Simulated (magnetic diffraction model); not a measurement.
## Moment size from magnetic intensity in Ba2FeP2O8

Space group C2/m (no. 12), a = 12.2060 Å, b = 5.2460 Å, c = 6.9640 Å, β = 103.74°.

```csv
site,atom,x,y,z
4i,Ba,0.6730,1/2,0.2120
2d,Fe,0,1/2,1/2
4i,P,0.6360,1/2,0.7040
4i,O,0.7521,1/2,0.8309
4i,O,0.9537,0,0.1901
8j,O,0.6213,0.2394,0.5685
```

The compound is invented for this exercise: a known structure type with other elements, its cell scaled to their sizes and not relaxed.

Only Fe is taken to order (form factors of Fe2+); orders and moment sizes are assumed, and not adapted to the symmetry. Radiation: neutrons of λ = 2.567 Å, 3° to 65°; isotropic B of 0.32 Å² (Ba), 0.46 Å² (Fe), 0.47 Å² (P) and 0.46 Å² (O). The intensities are simulated: I ∝ L Σ (|F_N|² + |F_M⊥|²) for unpolarised neutrons, with F_M = 2.695 fm/μB × Σ f(s) S exp(2πi Q·r) exp(−B s²) at Q = H ± k (one set where k and −k are equivalent), only the part normal to Q counting and L = 1/(sin²θ cos θ). For collinear order S is the moment m, which repeats by lattice and centring translations R with the sign exp(−2πi k·R). Form factors are spin-only for 3d ions and dipole or tabulated for f ions, scattering lengths are Sears's of 1992, and absorption is left out. A label names one of the reflections at its angle. The strongest nuclear line in the range is 100, and lines under 0.2 are left out.

In a first state the assumed order is k = (1/2 1/2 1/2), collinear moments along [010], 3 μB on Fe, with this pattern:

| 2θ (°) | index | nuclear | magnetic |
| --- | --- | --- | --- |
| 17.99 | (1/2 1/2 -1/2) | 0.0 | 6.5 |
| 19.72 | (1/2 1/2 1/2) | 0.0 | 6.7 |
| 21.88 | (0 0 1) | 84.2 | 0.0 |
| 23.94 | (-3/2 1/2 1/2) | 0.0 | 5.9 |
| 25.01 | (2 0 0) | 0.3 | 0.0 |
| 27.79 | (3/2 -1/2 1/2) | 0.0 | 4.8 |
| 29.16 | (2 0 -1) | 100.0 | 0.0 |
| 31.04 | (1 1 0) | 27.0 | 0.0 |
| 33.90 | (5/2 1/2 -1/2) | 0.0 | 3.4 |
| 35.23 | (1/2 1/2 -3/2) | 0.0 | 3.1 |
| 36.45 | (1 1 -1) | 0.7 | 0.0 |
| 36.94 | (-3/2 1/2 3/2) | 0.0 | 2.8 |
| 37.32 | (2 0 1) | 0.8 | 0.0 |
| 38.04 | (1/2 1/2 3/2) | 0.0 | 2.7 |
| 38.63 | (5/2 1/2 1/2) | 0.0 | 2.6 |
| 40.06 | (1 1 1) | 75.4 | 0.0 |
(The table stops after 16 lines; 38 more lie at higher angle.)

**Question.** Nearer the ordering temperature the line at 19.72° has total intensity 1.7 on the same scale, and all moments have shrunk alike. How large is the Fe moment?

The nuclear part, 0.0, stays, so the magnetic part is 1.7 against 6.7. It goes as m², so m = 3 × √(1.7/6.7) = 1.51 μB; the value used was 1.5 μB.

[Logs are printed without paths, hosts, clocks, repeated set-up lines and the standing remarks that a program may print on its own settings, such as how far it seeks lower states.]
